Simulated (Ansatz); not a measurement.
# Phonons of TiTc (Pm-3m) against volume, part 2 of 2

Does TiTc (Pm-3m) expand much on heating, by its phonons?

Ansatz 0.2.0; DFT PBEsol, scalar-relativistic, plane waves, PAW; PAW set ansatz+soft_1.

So far, highest frequency on the path or at a solved wavevector (cm⁻¹): step 2 (phonons on a q mesh) 324; step 4 (phonons at the other volume, volume ratio 0.97) 340.

## Step 5: Relaxing at another volume, volume ratio 1.03

The volume is scaled by 1.03 and held; symmetry leaves nothing to relax, so this is a single point. The modes can then be followed against volume.

input.yaml

```yaml
crystal:
  lattice:
    - [3.0983772463, 0.0, 0.0]
    - [0.0, 3.0983772463, 0.0]
    - [0.0, 0.0, 3.0983772463]
  atoms:
    - { symbol: Ti, position: [0.5, 0.5, 0.5] }
    - { symbol: Tc, position: [0.0, 0.0, 0.0] }
kpoints:
  mp_grid: { grid: [16, 16, 16] }
hamiltonian:
  xc: pbesol
  pseudopotentials: { kind: paw, azcp: { Ti: "soft_1/Ti.paw.azcp" }, xc_functional: pbe }
scf:
  occupations: { method: methfessel_paxton, width: 0.2 }
output:
  forces: true
  stress: true
  eigenvalues: true
```

On the command line:

```console
$ ansatz run input.yaml --threads 4 --pin off --max-ram 10240MiB --backend cpu --events-out ev --progress --plain --runs-dir out
```

Numbers of over 12 decimals in the logs are rounded to 6 here.

Log:

```text
[...]
Crystal: 2 atoms, lattice volume = 29.744 Å³
Basis set: ecut = 500 eV, 739 PW (Γ), exchange–correlation on 48×48×48 points (8 copies of the dense FFT grid, shifted against one another)
Bands: 18, of which v1, the nominal top of the filled ones, is band 14 counted from 1 (13 counted from 0)
Symmetry: 48 space group operations
[...]
k-points: 165 of 4096
[...]
--- Band table (eV; the first three rows and the last of 165) ---
  k-point 0: bands = [... 10 lower, 14.0670, 17.8427, 17.8427, 17.8427, 20.6607, 20.6607, 22.3963, 22.3963]
  k-point 1: bands = [... 10 lower, 14.1296, 17.8296, 17.8296, 17.8731, 20.5774, 20.6902, 22.2245, 22.2245]
  k-point 2: bands = [... 10 lower, 14.3100, 17.7940, 17.7940, 17.9631, 20.3366, 20.7752, 21.7935, 21.7935]
  k-point 164: bands = [... 10 lower, 15.6591, 17.5156, 17.5156, 17.5156, 20.3299, 20.3299, 21.7555, 21.7555]
[key lines of the parts left out:]
SCF converged after 6 iterations
Free energy (F): -7812.552733 eV
Fermi energy:    18.082088 eV
P = ⅓ Tr σ = -6.1454 GPa (-61.454 kbar)
```

It took 3.1 s on 4 threads of Arm Neoverse N1, shared host; peak memory 0.39 GiB.

This step gave:

* pressure: -6.145 GPa
* volume per atom: 14.87 Å³

The run ends at a pressure of -6.15 GPa.

## Step 6: Phonons at the other volume, volume ratio 1.03

The phonons are repeated at this volume on the same k and q meshes.

Changes to input.yaml since step 5:

```diff
@@ -16,4 +16,11 @@
 output:
-  forces: true
-  stress: true
   eigenvalues: true
+phonons:
+  method: dfpt
+  qmesh: [4, 4, 4]
+  temperatures: { t_max: 1000, t_step: 50 }
+  qpath:
+    path:
+      - [[0.0, 0.0, 0.0], [0.0, 0.5, 0.0], [0.5, 0.5, 0.0], [0.0, 0.0, 0.0], [0.5, 0.5, 0.5], [0.0, 0.5, 0.0]]
+      - [[0.5, 0.5, 0.5], [0.5, 0.5, 0.0]]
+    npoints: 10
```

Log:

```text
[...]
Crystal: 2 atoms, lattice volume = 29.744 Å³
Basis set: ecut = 500 eV, 739 PW (Γ), exchange–correlation on 48×48×48 points (8 copies of the dense FFT grid, shifted against one another)
Bands: 18, of which v1, the nominal top of the filled ones, is band 14 counted from 1 (13 counted from 0)
Symmetry: 48 space group operations
k-points: 165 of 4096
[...]
k-point 164: bands = [... 10 lower, 15.6591, 17.5156, 17.5156, 17.5156, 20.3299, 20.3299, 21.7556, 21.7556]
[...]
ASR residual: 5.264e-5 → 0.000e0 eV/Å²; symmetrization residual: 3.319e-7 eV/Å²
  ASR residual per site (eV/Å²): 5.97e-6 5.26e-5
  Γ frequencies (cm⁻¹): 0.00 0.00 0.00 260.72 260.72 260.72
--- Phonons (arbitrary-q DFPT): 10 irreducible q on the 4×4×4 mesh ---
[...]
interpolated dispersion: 62 rows × 6 modes
[...]
[key lines of the parts left out:]
SCF converged after 8 iterations
Free energy (F): -7812.552733 eV
Fermi energy:    18.082115 eV
```

Wall time 18 min (4 threads); peak memory 3.7 GiB.

Numbers from this step:

```
sum-rule residual before enforcement                    : 5.26e-5 eV/Å²
highest frequency on the path or at a solved wavevector : 308.1 cm⁻¹
mean frequency                                          : 197.4 cm⁻¹
Debye temperature (second moment)                       : 381 K
logarithmic mean frequency                              : 187.7 cm⁻¹
highest optical mode at the zone centre (no LO-TO term) : 260.7 cm⁻¹
lowest optical zone-centre mode                         : 260.7 cm⁻¹
lowest mode on the q mesh (acoustic modes at Γ apart)   : 65.11 cm⁻¹
zero-point energy per atom                              : 36.71 meV
heat capacity at 300 K                                  : 23.04 J/(mol atoms K)
vibrational entropy at 300 K                            : 28.54 J/(mol atoms K)
```

The highest optical mode at the zone centre (no LO-TO term) is 260.7 cm⁻¹, -14.1 cm⁻¹ against the base run.

## Step 7: Grüneisen parameters

The Grüneisen parameter of a mode is minus the logarithmic change of its frequency with volume, −d ln ω / d ln V; weighted by heat capacity it gives the expansion.

This step gave:

```yaml
bulk_modulus: 221.7 GPa
```

Phonon branches along the path, in cm⁻¹:

| point | branch 1 | branch 2 | branch 3 | branch 4 | branch 5 | branch 6 |
| --- | --- | --- | --- | --- | --- | --- |
| Γ | 0 | 0 | 0 | 275 | 275 | 275 |
| halfway | 69 | 69 | 163 | 228 | 228 | 289 |
| X | 137 | 137 | 158 | 158 | 224 | 324 |
| halfway | 163 | 170 | 189 | 190 | 261 | 313 |
| M | 182 | 182 | 196 | 213 | 288 | 288 |
| halfway | 110 | 134 | 185 | 225 | 259 | 285 |
| Γ | 0 | 0 | 0 | 275 | 275 | 275 |
| halfway | 146 | 146 | 183 | 256 | 256 | 263 |
| R | 173 | 173 | 173 | 284 | 284 | 284 |
| halfway | 172 | 173 | 188 | 229 | 262 | 294 |
| X | 137 | 137 | 158 | 158 | 224 | 324 |
| jump to R | 173 | 173 | 173 | 284 | 284 | 284 |
| halfway | 183 | 183 | 184 | 238 | 282 | 282 |
| M | 182 | 182 | 196 | 213 | 288 | 288 |

The same for volume x 0.97:

| point | branch 1 | branch 2 | branch 3 | branch 4 | branch 5 | branch 6 |
| --- | --- | --- | --- | --- | --- | --- |
| Γ | 0 | 0 | 0 | 289 | 289 | 289 |
| X | 143 | 143 | 168 | 168 | 235 | 340 |
| M | 189 | 189 | 203 | 223 | 307 | 307 |
| Γ | 0 | 0 | 0 | 289 | 289 | 289 |
| R | 184 | 184 | 184 | 297 | 297 | 297 |
| X | 143 | 143 | 168 | 168 | 235 | 340 |
| R | 184 | 184 | 184 | 297 | 297 | 297 |
| M | 189 | 189 | 203 | 223 | 307 | 307 |

The same for volume x 1.03:

| point | branch 1 | branch 2 | branch 3 | branch 4 | branch 5 | branch 6 |
| --- | --- | --- | --- | --- | --- | --- |
| Γ | 0 | 0 | 0 | 261 | 261 | 261 |
| X | 132 | 132 | 148 | 148 | 212 | 308 |
| M | 174 | 174 | 190 | 202 | 270 | 270 |
| Γ | 0 | 0 | 0 | 261 | 261 | 261 |
| R | 162 | 162 | 162 | 270 | 270 | 270 |
| X | 132 | 132 | 148 | 148 | 212 | 308 |
| R | 162 | 162 | 162 | 270 | 270 | 270 |
| M | 174 | 174 | 190 | 202 | 270 | 270 |

The first set of phonon branches as a text plot (rows in cm⁻¹):

```
    333 |
    319 |      *****                                  ****
    305 |     *     **                               *
    291 |   **        ********                     **         ***
    277 |***        **    *   ******     **********       ****
    262 | **               *** **  ******  **    * **      *
    248 |          *          **     *** **       ** *      *
    234 |   *     *           *                     * **     *
    220 |      ***        ****                       *  **    ***
    206 |    **      *****
    192 |    **    ***********                     ****       ***
    177 |         ********             **************  *  *******
    163 |   *  *** *      *   *          **          ** **
    149 |         **       **        ** *              *
    135 |      ***         *** *                        **
    121 |                              *
    106 |  *  *              **     *
     92 |                     ***    **
     78 | *  *
     64 |   *                  **   *
     50 |                        * *
     35 |* *                    ** *
     21 | *                      *
      7 |*                        *
         Γ      X      M          Γ            R        X|R     M
```

Mode Grueneisen parameter -dln(w)/dln(V), modes matched by rank; at Γ the acoustic branches take the value of a neighbouring point of the path. Mode grüneisen parameters along the path, in :

| point | branch 1 | branch 2 | branch 3 | branch 4 | branch 5 | branch 6 |
| --- | --- | --- | --- | --- | --- | --- |
| Γ | 1.66 | 1.66 | 1.48 | 1.73 | 1.73 | 1.73 |
| halfway | 1.95 | 1.95 | 1.63 | 1.62 | 1.62 | 1.74 |
| X | 1.36 | 1.36 | 2.13 | 2.13 | 1.73 | 1.67 |
| halfway | 1.15 | 1.55 | 1.51 | 1.59 | 2.01 | 1.76 |
| M | 1.38 | 1.38 | 1.04 | 1.65 | 2.14 | 2.14 |
| halfway | 1.51 | 1.24 | 1.73 | 1.68 | 1.56 | 1.93 |
| Γ | 1.77 | 1.06 | 1.74 | 1.73 | 1.73 | 1.73 |
| halfway | 1.45 | 1.45 | 1.50 | 1.88 | 1.88 | 1.76 |
| R | 2.09 | 2.09 | 2.09 | 1.59 | 1.59 | 1.59 |
| halfway | 1.56 | 1.65 | 1.46 | 1.72 | 1.97 | 1.81 |
| X | 1.36 | 1.36 | 2.13 | 2.13 | 1.73 | 1.67 |
| jump to R | 2.09 | 2.09 | 2.09 | 1.59 | 1.59 | 1.59 |
| halfway | 1.74 | 1.74 | 1.72 | 1.78 | 1.90 | 1.90 |
| M | 1.38 | 1.38 | 1.04 | 1.65 | 2.14 | 2.14 |

The mode Grüneisen parameters as a text plot (rows in , shown from 1.1 to 2.1 only):

```
   2.11 |       **    * *                     **         **    **
   2.07 |            *  **                   *  *         *   *
   2.02 |        * ** *                      *   *   ** *
   1.98 |         *       ***               *    *  *   *  *
   1.93 |   **    *  *   *   *              *     **   *   *
   1.89 |     **              *         *   *          *    **
   1.84 |  *       **          **   *  * ***      **        *
   1.80 | *               *     *  * **    *      ***   *   **
   1.75 |****   **           ********   *   *        **  *  ***
   1.71 |**  ***   **         * ** *        *    ******    * * *
   1.66 |* * ******  **** *******      *     *   * **  ***      *
   1.62 |   ** *         *     *    *  * *** *  *  *      *
   1.57 |  *              *  *                **    *  *
   1.53 | *       ***        **      **              *        *
   1.48 |*        *  *   *              ***          **
   1.44 |             *                 *           *  *       *
   1.39 |        * *   **                             ***       *
   1.35 |       **  *** **             *             **  *    *
   1.30 |                 ***        **
   1.26 |         *        ***      *
   1.21 |          *      *   *    *
   1.17 |                      **                              *
   1.12 |           *    *
   1.08 |            *  *        **                             *
         Γ      X      M          Γ            R        X|R     M
```

(dS/dlnV)/C_V. Thermodynamic Grueneisen parameter against temperature:

| temperature (K) | thermodynamic Grueneisen parameter |
| --- | --- |
| 50 | 1.57 |
| 100 | 1.62 |
| 150 | 1.64 |
| 200 | 1.65 |
| 250 | 1.65 |
| 300 | 1.66 |
| 350 | 1.66 |
| 400 | 1.66 |
| 450 | 1.66 |
| 500 | 1.66 |
| 550 | 1.66 |
| 600 | 1.66 |
| 650 | 1.66 |
| 700 | 1.66 |
| 750 | 1.66 |
| 800 | 1.66 |
| 850 | 1.66 |
| 900 | 1.66 |
| 950 | 1.66 |
| 1000 | 1.66 |

Gamma C_V/(B V) at the static volume. Volume expansion against temperature:

| temperature (K) | volume expansion (1e-6/K) |
| --- | --- |
| 50 | 2.96 |
| 100 | 10.7 |
| 150 | 15.3 |
| 200 | 17.6 |
| 250 | 18.9 |
| 300 | 19.6 |
| 350 | 20.1 |
| 400 | 20.4 |
| 450 | 20.6 |
| 500 | 20.8 |
| 550 | 20.9 |
| 600 | 21 |
| 650 | 21.1 |
| 700 | 21.1 |
| 750 | 21.2 |
| 800 | 21.2 |
| 850 | 21.2 |
| 900 | 21.3 |
| 950 | 21.3 |
| 1000 | 21.3 |

## Step 8: Outcome

```json
{
 "bulk modulus": "222 GPa",
 "thermodynamic Grüneisen parameter at 300 K": "1.656",
 "volume expansion at 300 K, estimated": "19.63 × 10⁻⁶ K⁻¹"
}
```

In words: By this estimate the volume grows by 19.6 × 10⁻⁶ per kelvin at 300 K. The highest optical mode at Γ goes from 289 to 261 cm⁻¹ as the cell grows, a Grüneisen parameter of 1.73. Mode parameters on the path run from 1.0 to 2.1, with a median of 1.7. Branches are matched by rank, so values near crossings are rough. The expansion is the Grüneisen estimate at the static volume, with the static bulk modulus. With no gap, or one that is small against the smearing, the frequencies hang on the k mesh and the smearing, most of all near Kohn anomalies. The phonon runs are without spin polarisation, although the cell has an odd electron count. The PAW files were made for PBE and serve the other functionals too.

[Logs are printed without paths, hosts, clocks, repeated set-up lines and the standing remarks that a program may print on its own settings, such as how far it seeks lower states.]

[Hosts, paths, dates, database ids (printed as entryN), source tags and the programs' standing remarks are cut or masked in the printed files.]
